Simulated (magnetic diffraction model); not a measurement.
## Which magnetic order? Na2ScNiCl6

Space group Fm-3m (no. 225), a = 9.8930 Å.

```csv
site,atom,x,y,z
4b,Ni,1/2,0,0
4a,Sc,0,0,0
24e,Cl,0,0,0.7427
8c,Na,1/4,3/4,3/4
```

The compound is invented for this exercise: a known structure type with other elements, its cell scaled to their sizes and not relaxed.

Only Ni is taken to order (form factors of Ni2+); orders and moment sizes are assumed, and not adapted to the symmetry. Radiation: neutrons of λ = 1.909 Å, 5° to 75°; isotropic B of 0.34 Å² (Ni), 0.45 Å² (Sc), 0.49 Å² (Cl) and 0.56 Å² (Na). Simulated constant-wavelength pattern: nuclear and magnetic terms add, the magnetic one as |2.695 fm × Σ f S⊥ exp(2πi Q·r) exp(−B s²)|², summed over all Q at one angle with the factor 1/(sin²θ cos θ). For collinear order S is the moment m, which repeats by lattice and centring translations R with the sign exp(−2πi k·R). Free-ion form factors, Sears's scattering lengths of 1992, no absorption; a label names one of the reflections at its angle. The strongest nuclear line in the range is 100, and lines under 0.2 are left out.

Above the ordering temperature:

```tsv
2θ (°)	index	I
22.25	(2 0 0)	58.2
31.67	(2 2 0)	5.8
37.33	(3 1 1)	0.6
39.05	(2 2 2)	38.6
45.40	(4 0 0)	95.1
49.74	(3 3 1)	1.7
51.12	(4 2 0)	48.0
56.41	(4 2 2)	3.9
60.18	(5 1 1)	1.5
66.16	(4 4 0)	100.0
70.75	(6 0 0)	35.5
```

Below it (cell unchanged):

```csv
2θ (°),I
11.07,0.8
15.69,1.1
22.25,58.2
24.92,0.8
27.34,0.5
31.67,5.8
33.65,0.4
35.53,0.3
37.33,0.6
39.05,38.6
42.32,0.4
45.40,95.1
46.88,0.3
49.74,1.7
51.12,48.0
52.48,0.2
56.41,3.9
60.18,1.5
66.16,100.0
70.75,35.5
```

**Question.** Check that the new lines index with k = (0 0 1), then choose among these models:
A. collinear moments along [101], 1.88 μB on Ni
B. collinear moments along [111], 1.88 μB on Ni
C. collinear moments along [010], 1.88 μB on Ni

The new lines index as (0 0 1) at 11.07°, (1 1 0) at 15.69°, (2 0 1) at 24.92° and (1 1 2) at 27.34°, that is as H ± k with k = (0 0 1), one of 3 inequivalent arms of its star (k and −k counted as one), which a powder can't tell apart. The indices are whole but break the lattice centring, so the moments reverse under a centring translation, those with k·t a half-integer.

Magnetic intensity, observed (below minus above) and for each model:

| 2θ (°) | index | observed | A | B | C |
| --- | --- | --- | --- | --- | --- |
| 11.07 | (0 0 1) | 0.8 | 0.8 | 1.1 | 1.6 |
| 15.69 | (1 1 0) | 1.1 | 1.1 | 1.0 | 0.8 |
| 24.92 | (2 0 1) | 0.8 | 0.8 | 0.7 | 0.7 |
| 27.34 | (1 1 2) | 0.5 | 0.5 | 0.6 | 0.7 |

Model A matches.

The structure used: k = (0 0 1), collinear moments along [101], 1.88 μB on Ni.

[Logs are printed without paths, hosts, clocks, repeated set-up lines and the standing remarks that a program may print on its own settings, such as how far it seeks lower states.]
